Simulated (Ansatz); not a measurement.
# Which site? a vacancy of P in AlP(100) slab, H on both faces (108 atoms), part 3 of 4

At which site of AlP(100) slab, H on both faces (108 atoms) does a vacancy of P cost least, and what about the site decides it?

Ansatz 0.2.0; Kohn-Sham DFT, PBE, PAW (set soft_2), plane waves.

The cell: 36 Al, 36 P and 36 H. Caps of real hydrogen don't mimic the fractional bonds of a polar compound. Sampling is at Γ alone, for a cell whose shortest periodic width is 12 Å.

So far. Step 2 (Single point at the start): The r.m.s. force at the start is 0.45 eV/Å. Step 3 (Relaxation): The relaxation converged after 40 steps, 12.4 eV below its start, with a largest force component of 0.038 eV/Å.

### 5. Vacancy of P, site P10

The site has 3 bonded neighbours (Al2H) at 2.04 Å on average, by cutoffs that count no bonds between two metal atoms or like ions, in the slab. The change is made in the relaxed cell and the atoms are relaxed again.

Input file input.yaml:

```yaml
crystal:
  lattice:
    - [11.58877, 0.0, 0.0]
    - [0.0, 11.58877, 0.0]
    - [0.0, 0.0, 21.2923]
  atoms:
    [... atom lines 1 to 6 left out ...]
    - { symbol: Al, position: [0.08779, 0.33469, 0.72571] }
    - { symbol: P, position: [0.10699, 0.16943, 0.66194] }
    - { symbol: Al, position: [0.27542, 0.52218, 0.33629] }
    - { symbol: Al, position: [0.11005, 0.6668, 0.46663] }
    - { symbol: P, position: [0.11174, 0.50057, 0.40153] }
    - { symbol: Al, position: [0.27382, 0.50035, 0.59329] }
    - { symbol: P, position: [0.27559, 0.66766, 0.53027] }
    [... atom lines 14 to 107 left out ...]
kpoints:
  mp_grid: { grid: [1, 1, 1] }
hamiltonian:
  xc: pbe
scf:
  occupations: { method: gaussian, width: 0.05 }
output:
  forces: true
  eigenvalues: true
relax:
  f_tol: 0.05
  max_steps: 90
```

Run with:

```console
$ ansatz run input.yaml --threads 4 --pin off --max-ram 8192MiB --backend cpu --events-out ev --progress --plain --runs-dir out
```

Numbers of over 12 decimals in the logs are rounded to 6 here.

The log of the run:

```text
[...]
Crystal: 107 atoms, lattice volume = 2859.547 Å³
Basis set: ecut = 420 eV, 55887 PW (Γ), exchange–correlation on 160×160×288 points (8 copies of the dense FFT grid, shifted against one another)
Bands: 267, of which v1, the nominal top of the filled ones, is band 160 counted from 1 (159 counted from 0)
Symmetry: 1 space group operations
[...]
k-points: 1
[...]
SCF iter   1: F=—  HF=-46393.652189 eV  |F-HF|=—  |Δ(HF+E_count)|=         —  Δρ=4.51e-3  dr2=2.65e0  ethr=1.77e-3  ⟨swp⟩=9.0  Hψ=1676  notcnv=0  defer=57
[...]
SCF iter  12: F=-46393.071714 eV  HF=-46393.071735 eV  |F-HF|=2.06e-5  |Δ(HF+E_count)|=   9.28e-6  Δρ=2.06e-5  dr2=3.65e-5  ethr=1.96e-8  ⟨swp⟩=18.0  Hψ=2308  notcnv=0
SCF 1 converged in 12 iterations: F = -46393.071714 eV  dr2 = 3.65e-5
[...]
relax step   1: F+E_penalty+E_count = -46393.07171445 eV  Δ(F+E_penalty+E_count) = +0.000e0 eV  max|allowed force component| = 1.761e0 eV/Å  Δτ_max = 0.0000 Å  (12 SCF iters, dr2 threshold 6.25e-5 eV, accepted)
[...]
relax step   2: F+E_penalty+E_count = -46393.89043733 eV  Δ(F+E_penalty+E_count) = -8.187e-1 eV  max|allowed force component| = 1.462e0 eV/Å  Δτ_max = 0.1948 Å  (8 SCF iters, dr2 threshold 1.00e-4 eV, accepted)
[...]
relax step   3: F+E_penalty+E_count = -46394.34640760 eV  Δ(F+E_penalty+E_count) = -4.560e-1 eV  max|allowed force component| = 3.805e-1 eV/Å  Δτ_max = 0.1949 Å  (8 SCF iters, dr2 threshold 1.00e-4 eV, accepted)
relax step   4: F+E_penalty+E_count = -46394.47526906 eV  Δ(F+E_penalty+E_count) = -1.289e-1 eV  max|allowed force component| = 2.217e-1 eV/Å  Δτ_max = 0.1949 Å  (12 SCF iters, dr2 threshold 9.80e-6 eV, accepted)
relax step   5: F+E_penalty+E_count = -46394.55055338 eV  Δ(F+E_penalty+E_count) = -7.528e-2 eV  max|allowed force component| = 1.759e-1 eV/Å  Δτ_max = 0.1998 Å  (13 SCF iters, dr2 threshold 3.33e-6 eV, accepted)
relax step   6: F+E_penalty+E_count = -46394.61581424 eV  Δ(F+E_penalty+E_count) = -6.526e-2 eV  max|allowed force component| = 2.513e-1 eV/Å  Δτ_max = 0.1957 Å  (14 SCF iters, dr2 threshold 1.05e-5 eV, accepted)
relax step   7: F+E_penalty+E_count = -46394.65781730 eV  Δ(F+E_penalty+E_count) = -4.200e-2 eV  max|allowed force component| = 2.679e-1 eV/Å  Δτ_max = 0.1945 Å  (11 SCF iters, dr2 threshold 3.98e-5 eV, accepted)
relax step   8: F+E_penalty+E_count = -46394.74995859 eV  Δ(F+E_penalty+E_count) = -9.214e-2 eV  max|allowed force component| = 2.411e-1 eV/Å  Δτ_max = 0.2000 Å  (8 SCF iters, dr2 threshold 7.18e-5 eV, accepted)
relax step   9: F+E_penalty+E_count = -46394.84564879 eV  Δ(F+E_penalty+E_count) = -9.569e-2 eV  max|allowed force component| = 3.896e-1 eV/Å  Δτ_max = 0.1952 Å  (8 SCF iters, dr2 threshold 4.71e-5 eV, accepted)
relax step  10: F+E_penalty+E_count = -46394.92635854 eV  Δ(F+E_penalty+E_count) = -8.071e-2 eV  max|allowed force component| = 2.482e-1 eV/Å  Δτ_max = 0.1992 Å  (8 SCF iters, dr2 threshold 1.00e-4 eV, accepted)
relax step  11: F+E_penalty+E_count = -46394.99861619 eV  Δ(F+E_penalty+E_count) = -7.226e-2 eV  max|allowed force component| = 1.840e-1 eV/Å  Δτ_max = 0.1974 Å  (10 SCF iters, dr2 threshold 2.50e-5 eV, accepted)
relax step  12: F+E_penalty+E_count = -46395.06535183 eV  Δ(F+E_penalty+E_count) = -6.674e-2 eV  max|allowed force component| = 1.374e-1 eV/Å  Δτ_max = 0.1951 Å  (9 SCF iters, dr2 threshold 1.37e-5 eV, accepted)
relax step  13: F+E_penalty+E_count = -46395.13247309 eV  Δ(F+E_penalty+E_count) = -6.712e-2 eV  max|allowed force component| = 1.396e-1 eV/Å  Δτ_max = 0.2000 Å  (8 SCF iters, dr2 threshold 1.04e-5 eV, accepted)
relax step  14: F+E_penalty+E_count = -46395.17428324 eV  Δ(F+E_penalty+E_count) = -4.181e-2 eV  max|allowed force component| = 8.802e-2 eV/Å  Δτ_max = 0.1949 Å  (8 SCF iters, dr2 threshold 1.09e-5 eV, accepted)
relax step  15: F+E_penalty+E_count = -46395.20965742 eV  Δ(F+E_penalty+E_count) = -3.537e-2 eV  max|allowed force component| = 2.663e-1 eV/Å  Δτ_max = 0.1995 Å  (9 SCF iters, dr2 threshold 3.08e-6 eV, accepted)
relax step  16: F+E_penalty+E_count = -46395.25202753 eV  Δ(F+E_penalty+E_count) = -4.237e-2 eV  max|allowed force component| = 1.618e-1 eV/Å  Δτ_max = 0.2000 Å  (7 SCF iters, dr2 threshold 2.82e-5 eV, accepted)
relax step  17: F+E_penalty+E_count = -46395.30072743 eV  Δ(F+E_penalty+E_count) = -4.870e-2 eV  max|allowed force component| = 1.606e-1 eV/Å  Δτ_max = 0.1996 Å  (8 SCF iters, dr2 threshold 9.67e-6 eV, accepted)
relax step  18: F+E_penalty+E_count = -46395.35491051 eV  Δ(F+E_penalty+E_count) = -5.418e-2 eV  max|allowed force component| = 1.622e-1 eV/Å  Δτ_max = 0.1966 Å  (8 SCF iters, dr2 threshold 9.53e-6 eV, accepted)
relax step  19: F+E_penalty+E_count = -46395.42292316 eV  Δ(F+E_penalty+E_count) = -6.801e-2 eV  max|allowed force component| = 3.085e-1 eV/Å  Δτ_max = 0.1968 Å  (8 SCF iters, dr2 threshold 2.59e-5 eV, accepted)
relax step  20: F+E_penalty+E_count = -46395.49675920 eV  Δ(F+E_penalty+E_count) = -7.384e-2 eV  max|allowed force component| = 3.795e-1 eV/Å  Δτ_max = 0.1950 Å  (6 SCF iters, dr2 threshold 9.52e-5 eV, accepted)
relax step  21: F+E_penalty+E_count = -46395.57352240 eV  Δ(F+E_penalty+E_count) = -7.676e-2 eV  max|allowed force component| = 5.401e-1 eV/Å  Δτ_max = 0.1908 Å  (6 SCF iters, dr2 threshold 1.00e-4 eV, accepted)
relax step  22: F+E_penalty+E_count = -46395.65600587 eV  Δ(F+E_penalty+E_count) = -8.248e-2 eV  max|allowed force component| = 5.886e-1 eV/Å  Δτ_max = 0.1913 Å  (6 SCF iters, dr2 threshold 1.00e-4 eV, accepted)
relax step  23: F+E_penalty+E_count = -46395.74433028 eV  Δ(F+E_penalty+E_count) = -8.832e-2 eV  max|allowed force component| = 5.943e-1 eV/Å  Δτ_max = 0.1919 Å  (6 SCF iters, dr2 threshold 1.00e-4 eV, accepted)
relax step  24: F+E_penalty+E_count = -46395.83544959 eV  Δ(F+E_penalty+E_count) = -9.112e-2 eV  max|allowed force component| = 3.965e-1 eV/Å  Δτ_max = 0.1945 Å  (6 SCF iters, dr2 threshold 1.00e-4 eV, accepted)
relax step  25: F+E_penalty+E_count = -46395.90242714 eV  Δ(F+E_penalty+E_count) = -6.698e-2 eV  max|allowed force component| = 2.451e-1 eV/Å  Δτ_max = 0.1952 Å  (6 SCF iters, dr2 threshold 7.00e-5 eV, accepted)
relax step  26: F+E_penalty+E_count = -46395.96020632 eV  Δ(F+E_penalty+E_count) = -5.778e-2 eV  max|allowed force component| = 1.225e-1 eV/Å  Δτ_max = 0.1931 Å  (7 SCF iters, dr2 threshold 2.29e-5 eV, accepted)
relax step  27: F+E_penalty+E_count = -46395.97603030 eV  Δ(F+E_penalty+E_count) = -1.582e-2 eV  max|allowed force component| = 9.783e-2 eV/Å  Δτ_max = 0.2000 Å  (9 SCF iters, dr2 threshold 3.74e-6 eV, accepted)
[...]
relax step  28: F+E_penalty+E_count = -46395.98843428 eV  Δ(F+E_penalty+E_count) = -1.240e-2 eV  max|allowed force component| = 4.640e-2 eV/Å  Δτ_max = 0.1489 Å  (11 SCF iters, accepted)
SCF converged after 11 iterations
Free energy (F): -46395.988434 eV
[...]
Internal energy: -46395.960225 eV  (E = F + TS)
E sigma→0 (E₀):  -46395.974330 eV
Entropy (-TS):   -0.028209 eV (-0.264 meV/atom)
Fermi energy:    2.002153 eV
[...]
--- Forces (eV/Å), atoms counted from 1 ---
  atom   1  Al     0.00028373     0.01166801    -0.01102140
  atom   2  P     -0.00196296    -0.03580870     0.00127377
  atom   3  Al     0.00058024     0.00176819     0.00132953
  atom   4  P     -0.00034320    -0.01187784     0.00494242
  atom   5  Al     0.00594905     0.01080726     0.00261249
  atom   6  P     -0.00127297     0.00007602    -0.00783365
  atom   7  Al     0.00574575     0.00222305     0.00210545
  atom   8  P     -0.00916374    -0.00152375    -0.00341898
  atom   9  Al     0.00357862    -0.02944345    -0.02640496
  atom  10  Al     0.00215318    -0.01308844    -0.00213952
  atom  11  P      0.00402481     0.00692926     0.00644653
  atom  12  Al     0.00469436    -0.00833571    -0.00445271
  atom  13  P     -0.00201793     0.00003757     0.00197203
  atom  14  Al    -0.00487473     0.00651944     0.01212841
[...]
atom 106  H     -0.00237787     0.00380290    -0.00124845
  atom 107  H     -0.00351785    -0.00670695    -0.00218901
  max |Σ_I F_I| component: 2.54e-5 eV/Å
--- Band table (eV) ---
[...]
--- Relaxed structure (28 steps of the walk, 28 accepted, 0 SCFs on fresh bases) ---
  F+E_penalty+E_count = -46395.98843428 eV   max|allowed force component| = 4.640e-2 eV/Å
  atoms:
    - { symbol: Al, position: [0.275683, 0.150159, 0.329773] }
    - { symbol: P, position: [0.288512, 0.249791, 0.230613] }
    - { symbol: Al, position: [0.107832, 0.340465, 0.464939] }
    - { symbol: P, position: [0.113533, 0.171310, 0.399050] }
[...]
- { symbol: H, position: [0.761067, 1.008229, 0.800752] }
```

Elapsed: 8.4 min, on 4 threads of Intel Xeon Platinum 8488C (Sapphire Rapids), shared host; peak memory 2.7 GiB; 32 min of CPU time.

The relaxation converged after 28 steps, 2.92 eV below its start, with a largest force component of 0.046 eV/Å.

The surroundings of the place of the removed atom, after relaxation: 10 atoms, nearest first, with positions taken from that point. Atoms keep their numbers of the cell before the removal, where the removed atom was number 10.

```csv
atom,x,y,z,distance (Å)
Al9,0.08,-1.27,1.60,2.04
H77,-0.04,-2.08,0.22,2.09
Al17,0.10,1.31,1.87,2.28
H102,-2.41,0.09,-0.31,2.43
P18,0.25,3.29,0.54,3.35
H81,-0.53,3.35,-0.65,3.45
H78,1.95,0.07,-2.88,3.48
P34,3.54,0.12,0.11,3.55
H82,1.50,3.28,-0.13,3.61
P58,-3.64,0.10,0.41,3.66
```

The largest move is 2.48 Å, by H77.

### 6. Vacancy of P, site P62

The site has 4 bonded neighbours (Al4) at 2.35 Å on average, in the slab. 

Input and log are left out; they have the form of those shown for this kind of step.

It took 3.5 min on 4 threads of Intel Xeon Platinum 8488C (Sapphire Rapids), shared host; peak memory 2.7 GiB.

The relaxation converged after 10 steps, 1.27 eV below its start, with a largest force component of 0.037 eV/Å.

The surroundings of the place of the removed atom, after relaxation: 10 atoms, nearest first, with positions taken from that point. Atoms keep their numbers of the cell before the removal, where the removed atom was number 62.

```csv
atom,x,y,z,distance (Å)
Al11,1.37,-0.03,-1.41,1.97
Al61,0.05,-1.43,1.46,2.05
Al59,-1.46,-0.03,-1.47,2.07
Al69,0.03,1.43,1.54,2.11
P14,3.59,-0.01,-0.07,3.59
P70,-0.02,3.62,0.17,3.63
P38,-3.64,0.00,-0.08,3.64
P54,-0.01,-3.65,0.13,3.65
P20,1.93,1.93,-2.72,3.85
P64,-1.92,-1.93,2.74,3.86
```

The largest move is 0.58 Å, by Al11.

### 7. Vacancy of P, site P24

The site has 4 bonded neighbours (Al4) at 2.35 Å on average, in the slab. 

input.yaml, the sections that differ from step 5:

```yaml
crystal:
  lattice:
    - [11.58877, 0.0, 0.0]
    - [0.0, 11.58877, 0.0]
    - [0.0, 0.0, 21.2923]
  atoms:
    [... atom lines 1 to 20 left out ...]
    - { symbol: Al, position: [0.27509, 0.83221, 0.59789] }
    - { symbol: P, position: [0.2741, 0.99923, 0.53237] }
    - { symbol: Al, position: [0.13306, 6.0e-05, 0.72525] }
    - { symbol: Al, position: [0.61036, 0.16571, 0.34306] }
    - { symbol: P, position: [0.59723, 0.33726, 0.28169] }
    - { symbol: Al, position: [0.44065, 0.33615, 0.46578] }
    - { symbol: P, position: [0.4436, 0.1656, 0.40412] }
    [... atom lines 28 to 107 left out ...]
# kpoints, hamiltonian, scf, output, relax: as in step 5
```

The log of the run:

```text
[...]
Crystal: 107 atoms, lattice volume = 2859.547 Å³
Basis set: ecut = 420 eV, 55887 PW (Γ), exchange–correlation on 160×160×288 points (8 copies of the dense FFT grid, shifted against one another)
Bands: 267, of which v1, the nominal top of the filled ones, is band 160 counted from 1 (159 counted from 0)
Symmetry: 1 space group operations
[...]
k-points: 1
[...]
SCF iter   1: F=—  HF=-46392.275243 eV  |F-HF|=—  |Δ(HF+E_count)|=         —  Δρ=3.27e-3  dr2=1.79e0  ethr=1.77e-3  ⟨swp⟩=9.0  Hψ=1673  notcnv=0  defer=60
[...]
SCF iter  11: F=—  HF=-46391.928540 eV  |F-HF|=—  |Δ(HF+E_count)|=   9.18e-6  Δρ=2.76e-5  dr2=7.32e-5  ethr=8.24e-8  ⟨swp⟩=2.0  Hψ=387  notcnv=0  defer=98
SCF iter  12: F=-46391.928526 eV  HF=-46391.928538 eV  |F-HF|=1.26e-5  |Δ(HF+E_count)|=   2.15e-6  Δρ=1.50e-5  dr2=2.18e-5  ethr=1.96e-8  ⟨swp⟩=19.0  Hψ=2128  notcnv=0
SCF 1 converged in 12 iterations: F = -46391.928526 eV  dr2 = 2.18e-5
[...]
relax step   1: F+E_penalty+E_count = -46391.92852565 eV  Δ(F+E_penalty+E_count) = +0.000e0 eV  max|allowed force component| = 6.313e-1 eV/Å  Δτ_max = 0.0000 Å  (12 SCF iters, dr2 threshold 6.25e-5 eV, accepted)
[...]
relax step   2: F+E_penalty+E_count = -46392.28931998 eV  Δ(F+E_penalty+E_count) = -3.608e-1 eV  max|allowed force component| = 5.089e-1 eV/Å  Δτ_max = 0.1947 Å  (12 SCF iters, dr2 threshold 2.49e-5 eV, accepted)
[...]
relax step   3: F+E_penalty+E_count = -46392.61519442 eV  Δ(F+E_penalty+E_count) = -3.259e-1 eV  max|allowed force component| = 3.067e-1 eV/Å  Δτ_max = 0.1943 Å  (18 SCF iters, dr2 threshold 1.62e-5 eV, accepted)
relax step   4: F+E_penalty+E_count = -46392.91608187 eV  Δ(F+E_penalty+E_count) = -3.009e-1 eV  max|allowed force component| = 3.484e-1 eV/Å  Δτ_max = 0.1909 Å  (15 SCF iters, dr2 threshold 3.42e-5 eV, accepted)
relax step   5: F+E_penalty+E_count = -46393.22744420 eV  Δ(F+E_penalty+E_count) = -3.114e-1 eV  max|allowed force component| = 4.267e-1 eV/Å  Δτ_max = 0.1967 Å  (16 SCF iters, dr2 threshold 4.41e-5 eV, accepted)
relax step   6: F+E_penalty+E_count = -46393.47604046 eV  Δ(F+E_penalty+E_count) = -2.486e-1 eV  max|allowed force component| = 3.470e-1 eV/Å  Δτ_max = 0.1957 Å  (14 SCF iters, dr2 threshold 1.00e-4 eV, accepted)
relax step   7: F+E_penalty+E_count = -46393.64914200 eV  Δ(F+E_penalty+E_count) = -1.731e-1 eV  max|allowed force component| = 2.191e-1 eV/Å  Δτ_max = 0.1955 Å  (12 SCF iters, dr2 threshold 7.96e-5 eV, accepted)
relax step   8: F+E_penalty+E_count = -46393.74776994 eV  Δ(F+E_penalty+E_count) = -9.863e-2 eV  max|allowed force component| = 1.415e-1 eV/Å  Δτ_max = 0.1907 Å  (12 SCF iters, dr2 threshold 1.91e-5 eV, accepted)
relax step   9: F+E_penalty+E_count = -46393.81468927 eV  Δ(F+E_penalty+E_count) = -6.692e-2 eV  max|allowed force component| = 1.391e-1 eV/Å  Δτ_max = 0.2000 Å  (13 SCF iters, dr2 threshold 7.98e-6 eV, accepted)
relax step  10: F+E_penalty+E_count = -46393.87007772 eV  Δ(F+E_penalty+E_count) = -5.539e-2 eV  max|allowed force component| = 9.316e-2 eV/Å  Δτ_max = 0.1927 Å  (15 SCF iters, dr2 threshold 8.07e-6 eV, accepted)
relax step  11: F+E_penalty+E_count = -46393.90243917 eV  Δ(F+E_penalty+E_count) = -3.236e-2 eV  max|allowed force component| = 1.125e-1 eV/Å  Δτ_max = 0.1950 Å  (18 SCF iters, dr2 threshold 3.89e-6 eV, accepted)
relax step  12: F+E_penalty+E_count = -46393.92702415 eV  Δ(F+E_penalty+E_count) = -2.458e-2 eV  max|allowed force component| = 2.108e-1 eV/Å  Δτ_max = 0.1507 Å  (15 SCF iters, dr2 threshold 5.68e-6 eV, accepted)
relax step  13: F+E_penalty+E_count = -46393.96105279 eV  Δ(F+E_penalty+E_count) = -3.403e-2 eV  max|allowed force component| = 3.228e-1 eV/Å  Δτ_max = 0.1559 Å  (12 SCF iters, dr2 threshold 4.44e-5 eV, accepted)
relax step  14: F+E_penalty+E_count = -46393.98698761 eV  Δ(F+E_penalty+E_count) = -2.593e-2 eV  max|allowed force component| = 2.221e-1 eV/Å  Δτ_max = 0.1277 Å  (12 SCF iters, dr2 threshold 1.00e-4 eV, accepted)
relax step  15: F+E_penalty+E_count = -46393.96548168 eV  Δ(F+E_penalty+E_count) = +2.151e-2 eV  max|allowed force component| = 2.906e-1 eV/Å  Δτ_max = 0.2000 Å  (13 SCF iters, dr2 threshold 2.33e-5 eV, rejected (line search))
relax step  16: F+E_penalty+E_count = -46394.01200379 eV  Δ(F+E_penalty+E_count) = -2.502e-2 eV  max|allowed force component| = 6.066e-2 eV/Å  Δτ_max = 0.0956 Å  (20 SCF iters, accepted)
relax step  17: F+E_penalty+E_count = -46394.01653568 eV  Δ(F+E_penalty+E_count) = -4.532e-3 eV  max|allowed force component| = 8.196e-2 eV/Å  Δτ_max = 0.0618 Å  (19 SCF iters, accepted)
relax step  18: F+E_penalty+E_count = -46394.02009610 eV  Δ(F+E_penalty+E_count) = -3.560e-3 eV  max|allowed force component| = 1.055e-1 eV/Å  Δτ_max = 0.0805 Å  (18 SCF iters, accepted)
relax step  19: F+E_penalty+E_count = -46394.02333715 eV  Δ(F+E_penalty+E_count) = -3.241e-3 eV  max|allowed force component| = 1.342e-1 eV/Å  Δτ_max = 0.0930 Å  (10 SCF iters, dr2 threshold 1.11e-5 eV, accepted)
relax step  20: F+E_penalty+E_count = -46394.02694896 eV  Δ(F+E_penalty+E_count) = -3.612e-3 eV  max|allowed force component| = 1.266e-1 eV/Å  Δτ_max = 0.0521 Å  (8 SCF iters, dr2 threshold 1.80e-5 eV, accepted)
relax step  21: F+E_penalty+E_count = -46394.02918926 eV  Δ(F+E_penalty+E_count) = -2.240e-3 eV  max|allowed force component| = 7.915e-2 eV/Å  Δτ_max = 0.0399 Å  (7 SCF iters, dr2 threshold 1.43e-5 eV, accepted)
relax step  22: F+E_penalty+E_count = -46394.03063221 eV  Δ(F+E_penalty+E_count) = -1.443e-3 eV  max|allowed force component| = 5.375e-2 eV/Å  Δτ_max = 0.0414 Å  (13 SCF iters, accepted)
[...]
relax step  23: F+E_penalty+E_count = -46394.03155436 eV  Δ(F+E_penalty+E_count) = -9.221e-4 eV  max|allowed force component| = 4.827e-2 eV/Å  Δτ_max = 0.0451 Å  (11 SCF iters, accepted)
SCF converged after 11 iterations
Free energy (F): -46394.031554 eV
[...]
Internal energy: -46394.000746 eV  (E = F + TS)
E sigma→0 (E₀):  -46394.016150 eV
Entropy (-TS):   -0.030808 eV (-0.288 meV/atom)
Fermi energy:    2.016206 eV
[...]
Σ components = -46394.031554   (vs F -46394.031554, Δ=0.00e0)
--- Forces (eV/Å), atoms counted from 1 ---
  atom   1  Al    -0.00241259    -0.00165813    -0.00386591
  atom   2  P      0.00889739    -0.00283001    -0.03028938
  atom   3  Al     0.00115114     0.00130413     0.00017592
  atom   4  P     -0.00160499    -0.00021751    -0.00074853
[...]
atom 107  H     -0.00015195    -0.00106756     0.00112281
  max |Σ_I F_I| component: 7.27e-5 eV/Å
--- Band table (eV) ---
[...]
--- Relaxed structure (23 steps of the walk, 22 accepted, 0 SCFs on fresh bases) ---
  F+E_penalty+E_count = -46394.03155436 eV   max|allowed force component| = 4.827e-2 eV/Å
  atoms:
    - { symbol: Al, position: [0.276811, 0.162432, 0.345248] }
    - { symbol: P, position: [0.276276, 0.333767, 0.283354] }
    - { symbol: Al, position: [0.106971, 0.331762, 0.468084] }
    - { symbol: P, position: [0.108832, 0.160980, 0.405832] }
[...]
- { symbol: H, position: [0.789527, 0.996976, 0.799532] }
```

Elapsed: 8.6 min, on 4 threads; peak memory 2.7 GiB.

The relaxation converged after 23 steps, 2.10 eV below its start, with a largest force component of 0.048 eV/Å.

### 8. Vacancy of P, site P36

The site has 4 bonded neighbours (Al4) at 2.36 Å on average, in the slab. 

Input and log are left out; they have the form of those shown for this kind of step.

It took 6.9 min on 4 threads of Intel Xeon Platinum 8488C (Sapphire Rapids), shared host; peak memory 2.7 GiB.

The relaxation converged after 17 steps, 1.83 eV below its start, with a largest force component of 0.018 eV/Å.

The surroundings of the place of the removed atom, after relaxation: 10 atoms, nearest first, with positions taken from that point. Atoms keep their numbers of the cell before the removal, where the removed atom was number 36.

```csv
atom,x,y,z,distance (Å)
Al33,0.46,0.27,-1.21,1.32
Al35,0.11,1.55,1.40,2.09
Al27,0.12,-1.50,1.48,2.10
Al9,-2.05,0.24,-1.75,2.71
P26,1.63,-1.63,-2.27,3.24
P34,1.15,1.96,-2.75,3.57
P60,3.61,-0.05,-0.02,3.61
P28,0.06,-3.65,0.18,3.65
P44,-0.02,3.72,0.11,3.72
P14,-1.86,1.86,2.70,3.77
```

The largest move is 1.45 Å, by Al33.

### 9. Vacancy of P, site P6

The site has 4 bonded neighbours (Al4) at 2.36 Å on average, in the slab. 

Input and log are left out; they have the form of those shown for this kind of step.

It took 3 min on 4 threads of Intel Xeon Platinum 8488C (Sapphire Rapids), shared host; peak memory 2.7 GiB.

The relaxation converged after 8 steps, 1.18 eV below its start, with a largest force component of 0.048 eV/Å.

The surroundings of the place of the removed atom, after relaxation: 10 atoms, nearest first, with positions taken from that point. Atoms keep their numbers of the cell before the removal, where the removed atom was number 6.

```csv
atom,x,y,z,distance (Å)
Al3,-1.42,0.03,-1.40,2.00
Al27,1.39,0.04,-1.44,2.01
Al13,-0.01,1.50,1.48,2.11
Al5,-0.04,-1.51,1.54,2.16
P30,3.58,0.02,-0.12,3.59
P54,-3.63,0.00,-0.10,3.63
P14,0.00,3.66,0.10,3.66
P22,-0.01,-3.66,0.14,3.66
P4,-1.90,-1.95,-2.71,3.84
P28,1.91,-1.95,-2.72,3.85
```

The largest move is 0.52 Å, by Al3.

(Continued in part 4 of 4.)

[Logs are printed without paths, hosts, clocks, repeated set-up lines and the standing remarks that a program may print on its own settings, such as how far it seeks lower states.]

[Hosts, paths, dates, database ids (printed as entryN), source tags and the programs' standing remarks are cut or masked in the printed files.]
